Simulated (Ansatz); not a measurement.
# 2H-WS2 bilayer (AA) in a perpendicular field

Wanted: the out-of-plane response of the 2H-WS2 bilayer (AA). A positive field points along +c.

Calculated with Ansatz 0.2.0; plane-wave DFT, r2SCAN-D4, Ansatz PAW.

## (1) The starting structure

The cell holds 6 atoms: 4 S and 2 W. Its edges and angles: a = 3.180 Å, b = 3.180 Å, c = 27.951 Å, α = 90.0°, β = 90.0°, γ = 120.0°. Regions: layer 1: 2H-WS2, 3 atoms (2 S and 1 W); layer 2: 2H-WS2, 3 atoms (2 S and 1 W). Vacuum lies along c.

## (2) Relaxing the slab

The starting cell is a guess, so the in-plane lattice and the atoms are relaxed first, with the slab cut off from its images along the normal. The program lengthens the vector along the normal by itself, so c and the volume that it reports differ from the typed ones.

Contents of input.yaml:

```yaml
crystal:
  lattice:
    - [3.18, 0.0, 0.0]
    - [-1.59, 2.753960784, 0.0]
    - [0.0, 0.0, 27.9512404648]
  atoms:
    - { symbol: S, position: [0.3333333333, 0.6666666667, 0.3219892874] }
    - { symbol: W, position: [0.0, 0.0, 0.3841622031] }
    - { symbol: S, position: [0.3333333333, 0.6666666667, 0.4463351188] }
    - { symbol: S, position: [0.3333333333, 0.6666666667, 0.5536648812] }
    - { symbol: W, position: [0.0, 0.0, 0.6158377969] }
    - { symbol: S, position: [0.3333333333, 0.6666666667, 0.6780107126] }
  periodic: [true, true, false]
kpoints:
  mp_grid: { grid: [12, 12, 1] }
hamiltonian:
  xc: r2scan
  dispersion: d4
scf:
  occupations: { method: fermi_dirac, width: 0.05 }
  convergence: { dr2_threshold: 1.0e-09 }
relax:
  f_tol: 0.004
  max_steps: 90
  cell: {}
output:
  write_potential: true
  write_density: true
  volumetric_format: npy
```

Started as:

```bash
$ ansatz run input.yaml --threads 4 --pin off --max-ram 6144MiB --backend cpu --events-out ev --progress --plain --runs-dir out
```

Numbers of over 12 decimals in the logs are rounded to 6 here.

The log of the run:

```text
Warning: crystal.periodic: the lattice vector that does not repeat stood 0.000° off the slab's normal, 27.951 Å along it as the deck builds it. The run solves the slab on a vector along the normal, 43.702 Å long, with every atom where it was (on the deck's vector they left 18.00 Å outside them, and the widest stretch free of ions among them is 3.00 Å). A fractional position that the run reports is one of the run's ce [...]
Warning: relax.cell: scf.convergence.dr2_threshold = 1e-9 eV is looser than the 1.50734076403e-10 eV advised for a relaxation that steers and ends on the stress (1e-10 eV for each atom of the cell: 6, times the square of relax.cell.stress_2d_tol = 0.05 N/m over 20.0 Å (the atoms' height at the walk's start and 5 Å past either face), 2.506e-2 GPa, over a crystal's default 0.05). What an SCF threshold leaves in a stress goes as its square root, and in the free energy as the threshold itself, and one threshold admits the most on a small cell: [figures from the program's tests cut] Set scf.convergence.dr2_threshold to 1.50734076403e-10 eV or tighter. [rest of the remark cut]
crystal.periodic: the lattice vector that does not repeat stood 0.000° off the slab's normal, 27.951 Å along it as the deck builds it. The run solves the slab on a vector along the normal, 43.702 Å long, with every atom where it was (on the deck's vector they left 18.00 Å outside them, and the widest stretch free of ions among them is 3.00 Å). A fractional position that the run reports is one of the run's cell, which [...]
Engine: ansatz 0.2.0, aarch64-unknown-linux-gnu
Pseudopotentials: kind: paw
Pseudopotential: S, paw, valence charge 6, recommended cutoff 500 eV (meta_gga), S.paw.azcp
Pseudopotential: W, paw, valence charge 14, recommended cutoff 500 eV (meta_gga), W.paw.azcp
Functional definition: r2SCAN
  parameter k0 = 0.174
  parameter k1 = 0.065
  parameter a1 = 4.9479
  exchange = r2scan_x(k0 = k0, k1 = k1, a1 = a1)
  correlation = r2scan_c
Crystal: 6 atoms, lattice volume = 382.729 Å³
Basis set: ecut = 500 eV, 9681 PW (Γ), exchange–correlation on 96×96×1280 points (64 copies of the dense FFT grid, shifted against one another)
Bands: 32, of which v1, the nominal top of the filled ones, is band 26 counted from 1 (25 counted from 0)
Symmetry: 12 space group operations
Space group: P-6m2 (ITA 187), of the structure as read, at distance tolerance 7.3e-5 Å
k-points: 19 of 144 (time reversal used)
Non-local potential: S, projectors of the file, l = 0: 2, l = 1: 2, l = 2: 2
Non-local potential: W, projectors of the file, l = 0: 3, l = 1: 2, l = 2: 2, l = 3: 1
PAW form: soft (Blöchl's): semilocal exchange-correlation on the pseudo side does not see the compensation charge
PAW frozen core: S, regenerated for the run's functional (the file was generated under x = pbe(κ = 0.804, μ = 0.219515), c = pbe(β = 0.066725))
PAW frozen core: W, regenerated for the run's functional (the file was generated under x = pbe(κ = 0.804, μ = 0.219515), c = pbe(β = 0.066725))
PAW one-centre angular grid: S, 302 points (default); XC on 160 Gauss nodes
PAW one-centre angular grid: W, 590 points (default); XC on 160 Gauss nodes
Initial density: superposition of atomic densities (neutral atoms: chi_scale 0, normalization atom), corrected by the library's trained network
Initial wavefunctions: pseudopotential atomic-orbital guess
Functional: x = r2scan, c = r2scan; τ floored in thin density (d = 2e-4 eV/Å³)
SCF iter   1: F=—  HF=-24422.529846 eV  |F-HF|=—  |Δ(HF+E_count)|=         —  Δρ=3.83e-3  dr2=4.42e-2  dr2_τ=1.07e-1  ethr=1.77e-3  ⟨swp⟩=12.2  Hψ=4393  notcnv=0
preconditioner: auto → Resta (q_TF=auto, 1.956 Å⁻¹)  ε∞=3.0  [insulator: Δε(μ)=1.223 eV  Ē_g=8.105 eV  σ=0.050 eV  W_gap=1.00  n_scr=26 (ndim 8)  ℏωp=11.4 eV  f_vac=0.688  D(μ)=0.00/eV (n_scr^D=0)  ε∞_Penn≈3.0  vacuum switching on, ρ_ref=4.8e-3 e/Å³]
SCF iter   2: F=—  HF=-24422.657288 eV  |F-HF|=—  |Δ(HF+E_count)|=   1.27e-1  Δρ=2.67e-3  dr2=5.47e-2  dr2_τ=1.71e-3  ethr=8.50e-5  ⟨swp⟩=3.6  Hψ=1697  notcnv=0  defer=17
SCF iter   3: F=—  HF=-24422.659326 eV  |F-HF|=—  |Δ(HF+E_count)|=   2.04e-3  Δρ=1.73e-3  dr2=1.55e-2  dr2_τ=6.99e-4  ethr=8.50e-5  ⟨swp⟩=2.8  Hψ=1019  notcnv=0  defer=17
SCF iter   4: F=—  HF=-24422.664691 eV  |F-HF|=—  |Δ(HF+E_count)|=   5.36e-3  Δρ=9.45e-4  dr2=5.42e-3  dr2_τ=3.36e-4  ethr=2.97e-5  ⟨swp⟩=3.1  Hψ=1108  notcnv=0  defer=17
SCF iter   5: F=—  HF=-24422.665148 eV  |F-HF|=—  |Δ(HF+E_count)|=   4.57e-4  Δρ=2.27e-4  dr2=4.42e-4  dr2_τ=1.58e-5  ethr=1.04e-5  ⟨swp⟩=3.1  Hψ=1153  notcnv=0  defer=17
SCF iter   6: F=—  HF=-24422.665195 eV  |F-HF|=—  |Δ(HF+E_count)|=   4.69e-5  Δρ=7.07e-5  dr2=2.47e-5  dr2_τ=1.01e-6  ethr=8.50e-7  ⟨swp⟩=3.2  Hψ=1258  notcnv=0  defer=17
SCF iter   7: F=—  HF=-24422.665221 eV  |F-HF|=—  |Δ(HF+E_count)|=   2.59e-5  Δρ=2.07e-5  dr2=2.09e-6  dr2_τ=2.69e-7  ethr=4.75e-8  ⟨swp⟩=3.5  Hψ=1366  notcnv=0  defer=17
SCF iter   8: F=—  HF=-24422.665325 eV  |F-HF|=—  |Δ(HF+E_count)|=   1.03e-4  Δρ=8.63e-6  dr2=4.84e-7  dr2_τ=1.10e-8  ethr=4.03e-9  ⟨swp⟩=3.5  Hψ=1410  notcnv=0  defer=17
SCF iter   9: F=—  HF=-24422.665325 eV  |F-HF|=—  |Δ(HF+E_count)|=   3.78e-7  Δρ=1.29e-6  dr2=1.09e-8  dr2_τ=2.25e-9  ethr=9.31e-10  ⟨swp⟩=3.2  Hψ=1264  notcnv=0  defer=17
SCF iter  10: F=-24422.665325 eV  HF=-24422.665325 eV  |F-HF|=6.44e-10  |Δ(HF+E_count)|=   9.83e-9  Δρ=3.00e-7  dr2=9.79e-10  dr2_τ=2.06e-11  ethr=1.92e-12  ⟨swp⟩=11.4  Hψ=6345  notcnv=0
SCF 1 converged in 10 iterations: F = -24422.665325 eV  dr2 = 9.79e-10
  greatest PAW one-centre occupation: 0.999 electrons in one spin orbital (limit 2), on the W atom at site 4 (counted from 0), in its partial waves of l = 0
relax step   1: F+E_penalty+E_count = -24422.66532496 eV  Δ(F+E_penalty+E_count) = +0.000e0 eV  max|allowed force component| = 3.472e0 eV/Å  Δτ_max = 0.0000 Å  P = -11.775 N/m  Ω = 382.729 Å³  fix = [c, alpha, beta]  reactions: c -0.000 N/m  (10 SCF iters, accepted)
Crystal: 6 atoms, lattice volume = 380.386 Å³
Basis set: ecut = 500 eV, 9621 PW (Γ), exchange–correlation on 96×96×1280 points (64 copies of the dense FFT grid, shifted against one another)
Initial density: handed on by an earlier stage of this run
Initial wavefunctions: those handed on with the density
iter 1 solved again at ethr=9.29e-4 eV; its pass at ethr=3.10e-3 eV (dr2=4.83e-1 eV) is discarded
SCF iter   1: F=—  HF=-24423.591251 eV  |F-HF|=—  |Δ(HF+E_count)|=         —  Δρ=8.74e-3  dr2=5.01e-1  dr2_τ=5.60e-1  ethr=9.29e-4  ⟨swp⟩=2.2  Hψ=5234  notcnv=0
[...]
SCF iter   8: F=—  HF=-24423.964052 eV  |F-HF|=—  |Δ(HF+E_count)|=   2.31e-5  Δρ=6.09e-5  dr2=2.95e-5  dr2_τ=4.87e-7  ethr=3.01e-7  ⟨swp⟩=3.4  Hψ=1286  notcnv=0  defer=18
SCF iter   9: F=—  HF=-24423.964046 eV  |F-HF|=—  |Δ(HF+E_count)|=   5.60e-6  Δρ=1.59e-5  dr2=2.40e-6  dr2_τ=6.28e-8  ethr=5.67e-8  ⟨swp⟩=3.0  Hψ=1271  notcnv=0  defer=18
SCF iter  10: F=—  HF=-24423.964147 eV  |F-HF|=—  |Δ(HF+E_count)|=   1.01e-4  Δρ=3.43e-6  dr2=9.08e-8  dr2_τ=6.10e-9  ethr=4.61e-9  ⟨swp⟩=3.6  Hψ=1336  notcnv=0  defer=18
SCF iter  11: F=—  HF=-24423.964147 eV  |F-HF|=—  |Δ(HF+E_count)|=   4.39e-8  Δρ=6.65e-7  dr2=3.49e-9  dr2_τ=3.60e-10  ethr=1.75e-10  ⟨swp⟩=3.6  Hψ=1384  notcnv=0  defer=18
SCF iter  12: F=-24423.964147 eV  HF=-24423.964147 eV  |F-HF|=4.58e-10  |Δ(HF+E_count)|=   3.48e-9  Δρ=2.87e-7  dr2=6.12e-10  dr2_τ=5.30e-11  ethr=1.92e-12  ⟨swp⟩=14.4  Hψ=5844  notcnv=0
SCF 3 converged in 12 iterations: F = -24423.964147 eV  dr2 = 6.12e-10
relax step   3: F+E_penalty+E_count = -24423.96414749 eV  Δ(F+E_penalty+E_count) = -2.072e-2 eV  max|allowed force component| = 2.103e-1 eV/Å  Δτ_max = 0.1971 Å  P = -1.059 N/m  Ω = 381.279 Å³  energy of the carried Pulay correction = +1.153e-4 eV  fix = [c, alpha, beta]  reactions: c -0.000 N/m  (12 SCF iters, accepted)
[...]
relax step   4: F+E_penalty+E_count = -24423.96784791 eV  Δ(F+E_penalty+E_count) = -3.700e-3 eV  max|allowed force component| = 3.931e-2 eV/Å  Δτ_max = 0.0189 Å  P = +0.105 N/m  Ω = 380.706 Å³  energy of the carried Pulay correction = +1.611e-4 eV  fix = [c, alpha, beta]  reactions: c +0.000 N/m  (10 SCF iters, accepted)
[...]
relax step   5: F+E_penalty+E_count = -24423.96795537 eV  Δ(F+E_penalty+E_count) = -1.075e-4 eV  max|allowed force component| = 4.644e-3 eV/Å  Δτ_max = 0.0040 Å  P = +0.003 N/m  Ω = 380.677 Å³  energy of the carried Pulay correction = +1.634e-4 eV  fix = [c, alpha, beta]  reactions: c +0.000 N/m  (8 SCF iters, accepted)
[...]
relax step   6: F+E_penalty+E_count = -24423.96796041 eV  Δ(F+E_penalty+E_count) = -5.034e-6 eV  max|allowed force component| = 1.318e-3 eV/Å  Δτ_max = 0.0021 Å  P = -0.004 N/m  Ω = 380.685 Å³  energy of the carried Pulay correction = +1.628e-4 eV  fix = [c, alpha, beta]  reactions: c -0.000 N/m  (10 SCF iters, accepted)
Initial wavefunctions: pseudopotential atomic-orbital guess (no wavefunctions were taken with the density)
iter 1 solved again at ethr=9.46e-8 eV; its pass at ethr=3.10e-3 eV (dr2=4.92e-5 eV) is discarded
SCF iter   1: F=—  HF=-24423.967692 eV  |F-HF|=—  |Δ(HF+E_count)|=         —  Δρ=6.30e-6  dr2=1.90e-8  dr2_τ=1.98e-7  ethr=9.46e-8  ⟨swp⟩=6.9  Hψ=8061  notcnv=0
preconditioner: auto → Resta (q_TF=auto, 1.958 Å⁻¹)  ε∞=2.7  [insulator: Δε(μ)=1.723 eV  Ē_g=8.851 eV  σ=0.050 eV  W_gap=1.00  n_scr=26 (ndim 8)  ℏωp=11.4 eV  f_vac=0.688  D(μ)=0.00/eV (n_scr^D=0)  ε∞_Penn≈2.7  vacuum switching on, ρ_ref=5.7e-3 e/Å³]
SCF iter   2: F=—  HF=-24423.967795 eV  |F-HF|=—  |Δ(HF+E_count)|=   1.04e-4  Δρ=3.19e-6  dr2=9.02e-9  dr2_τ=5.92e-9  ethr=3.66e-11  ⟨swp⟩=6.1  Hψ=2528  notcnv=0
SCF iter   3: F=—  HF=-24423.967795 eV  |F-HF|=—  |Δ(HF+E_count)|=   7.26e-9  Δρ=1.47e-6  dr2=3.54e-9  dr2_τ=1.76e-9  ethr=1.73e-11  ⟨swp⟩=3.2  Hψ=1194  notcnv=0
SCF iter   4: F=-24423.967795 eV  HF=-24423.967795 eV  |F-HF|=6.18e-11  |Δ(HF+E_count)|=   1.59e-9  Δρ=2.12e-7  dr2=1.75e-10  dr2_τ=3.87e-11  ethr=1.92e-12  ⟨swp⟩=14.3  Hψ=6386  notcnv=0
SCF 7 converged in 4 iterations: F = -24423.967795 eV  dr2 = 1.75e-10
relax step   7: F+E_penalty+E_count = -24423.96779525 eV  Δ(F+E_penalty+E_count) = +1.652e-4 eV  max|allowed force component| = 1.325e-3 eV/Å  Δτ_max = 0.0000 Å  P = -0.005 N/m  Ω = 380.685 Å³  fix = [c, alpha, beta]  reactions: c -0.000 N/m  stress off target by 5.43e-3 N/m on what of the cell is left free  SCF on the basis re-selected at this cell (its energy is not comparable with the rows above)  (4 SCF iters)
basis re-selected at this cell: Δ(F+E_penalty+E_count) = +1.652e-4 eV, ΔP = -0.002 N/m vs the last step (what re-selecting the basis moved, of the pressure what is left beyond the Pulay correction that the steps carried, after the strain that the cell walked since its last selection, with what the two solves' SCF thresholds leave and, on support functions, any second-order correction that the steps lacked; it is no m [...]
WARN: The output density's exchange-correlation potential varies sharply where the density is thin. Do not read a vacuum level from v_tot or v_xc, or from such a field of the output density. On a cell that repeats whose density bears no net charge and no dipole along the vacuum's axis use v_es (v_loc + v_h of the components); under efield.dipole_correction with no amplitude use v_es + v_field, which holds any externa [...]
SCF converged after 4 iterations
Free energy (F): -24423.967795 eV
Harris-Foulkes:  -24423.967795 eV  (|F-HF|=6.18e-11)
Internal energy: -24423.967795 eV  (E = F + TS)
E sigma→0 (E₀):  -24423.967795 eV
Fermi energy:    -4.853016 eV
--- Per-component energies (eV) ---
  E_band       = -1289.037190
  E_kinetic    = 1333.601710
  E_local      = -193633.006273  (includes V_loc(G=0)·N_el)
  E_nonlocal   = 115.488387
  E_hartree    = 96018.731379
  E_xc         = -866.613623
  E_vxc        = -900.254935  (∫ρ·V_xc dr)
  E_paw        = -19624.420070  (= ΣΔE_a)
  E_vpaw       = -287.198872  (= ΣTr[D̂ρ^β])
  E_aug_tail   = -0.000095  (compensation charges beyond the density's cutoff)
  E_vtau       = 44.867103  (kinetic-family band-sum trace: ∫τ·v_τ [+ j·A + Jᵃ·Aᵃ] dr)
  E_ewald      = 92234.603021
  E_disp       = -0.737267  (pairwise vdW)
  E_core_change = -1.614965  (= ΣΔE_core)
  E_smearing   = -0.000000  (= −TS)
  E_closure    = 0.000000  (closes the sum)
  Σ components = -24423.967795   (vs F -24423.967795, Δ=0.00e0)
--- Forces (eV/Å), atoms counted from 1 ---
  atom   1  S      0.00000000     0.00000000     0.00132468
  atom   2  W      0.00000000    -0.00000000    -0.00058846
  atom   3  S     -0.00000000    -0.00000000    -0.00005880
  atom   4  S     -0.00000000    -0.00000000     0.00005880
  atom   5  W      0.00000000    -0.00000000     0.00058846
  atom   6  S      0.00000000     0.00000000    -0.00132468
  max |Σ_I F_I| component: 6.03e-17 eV/Å
--- 2D stress c σ (N/m, compression-positive) ---
       -0.005425       0.000000       0.000000
        0.000000      -0.005425      -0.000000
        0.000000      -0.000000      -0.000000
  P = ½ c Tr σ = -0.0054 N/m
--- Band table (eV; the first three rows and the last of 19) ---
  k-point 0: bands = [... 22 lower, -7.6701, -7.6701, -6.1020, -5.6928, -2.8209, -2.8209, -2.7985, -2.7985, ... 2 higher]
  k-point 1: bands = [... 22 lower, -7.5560, -7.3178, -6.1440, -5.7911, -2.9960, -2.9005, -2.8979, -2.8216, ... 2 higher]
  k-point 2: bands = [... 22 lower, -7.5805, -7.2583, -6.3707, -6.1577, -3.4712, -3.1991, -3.0177, -2.9845, ... 2 higher]
  k-point 18: bands = [... 22 lower, -8.5757, -8.2858, -5.9501, -5.9179, -3.9693, -3.9689, -2.4704, -2.2054, ... 2 higher]
  the weakly bound empty levels are not read free of the cell's end (no_gap_told)
--- Relaxed structure (6 steps of the walk, 6 accepted, 1 SCFs on fresh bases) ---
  F+E_penalty+E_count = -24423.96779525 eV   max|allowed force component| = 1.325e-3 eV/Å   (the final SCF, on the basis selected at the relaxed cell)
  cell:  # Å, volume = 380.6848 Å³
    - [3.171498, -4.719775287217863e-19, 0]
    - [-1.585749, 2.746597, 0]
    - [0, 0, 43.702481]
  atoms:
    - { symbol: S, position: [0.333333, 0.666667, 0.205589] }
    - { symbol: W, position: [-2.3555532538642805e-17, 1.644774850949476e-17, 0.241314] }
    - { symbol: S, position: [0.333333, 0.666667, 0.277027] }
    - { symbol: S, position: [0.333333, 0.666667, 0.362553] }
    - { symbol: W, position: [-2.5787712999534947e-17, 1.6447748509494762e-17, 0.398267] }
    - { symbol: S, position: [0.333333, 0.666667, 0.433991] }
```

The job ended after 1.8 min (4 threads of Arm Neoverse V2, shared host; peak memory 1.3 GiB).

Relaxation path:

```
step  energy less that of the first step (eV)  largest force component (eV/Å)  volume (Å³)
   1                                   0.0000                          3.4723       382.73
   2                                  -1.2781                          0.1019       380.39
   3                                  -1.2988                          0.2103       381.28
   4                                  -1.3025                          0.0393       380.71
   5                                  -1.3026                          0.0046       380.68
   6                                  -1.3026                          0.0013       380.68
  7*                                  -1.3025                          0.0013       380.68
```

Relaxation steps marked * repeat the geometry before them on a plane-wave basis chosen anew for their cell, so energy and pressure can jump there.

The run keeps the 12 symmetry operations that it works with, so distortions that break them were not tested.

```
cell as run  before  after  change
      a (Å)   3.180  3.171  -0.3 %
      b (Å)   3.180  3.171  -0.3 %
```

The atoms that moved most (Å, along periodic axes as changes of fractional coordinates times the final cell, across vacuum about the mean position):

```
atom     dx     dy      dz  length
  S4  0.000  0.000   0.369   0.369
  S3  0.000  0.000  -0.369   0.369
  W2  0.000  0.000  -0.192   0.192
  W5  0.000  0.000   0.192   0.192
  S1  0.000  0.000  -0.015   0.015
  S6  0.000  0.000   0.015   0.015
```

Final coordinates:

```xyz
6
Lattice="3.1715 0.0000 0.0000 -1.5857 2.7466 0.0000 0.0000 0.0000 43.7025" Properties=species:S:1:pos:R:3
S     0.0000    1.8311    8.9848
W     0.0000    0.0000   10.5460
S     0.0000    1.8311   12.1068
S     0.0000    1.8311   15.8445
W     0.0000    0.0000   17.4052
S     0.0000    1.8311   18.9665
```

The lattice constant a goes from 3.180 to 3.171 Å.

(Continued in part 2 of 4.)

[Logs are printed without paths, hosts, clocks, repeated set-up lines and the standing remarks that a program may print on its own settings, such as how far it seeks lower states.]

[Hosts, paths, dates, database ids (printed as entryN), source tags and the programs' standing remarks are cut or masked in the printed files.]

[Maps of the electrostatic potential energy from Ansatz leave out the sawtooth potential of an applied field or a dipole correction, so their vacuum need not be flat; planar profiles and work functions include it.]
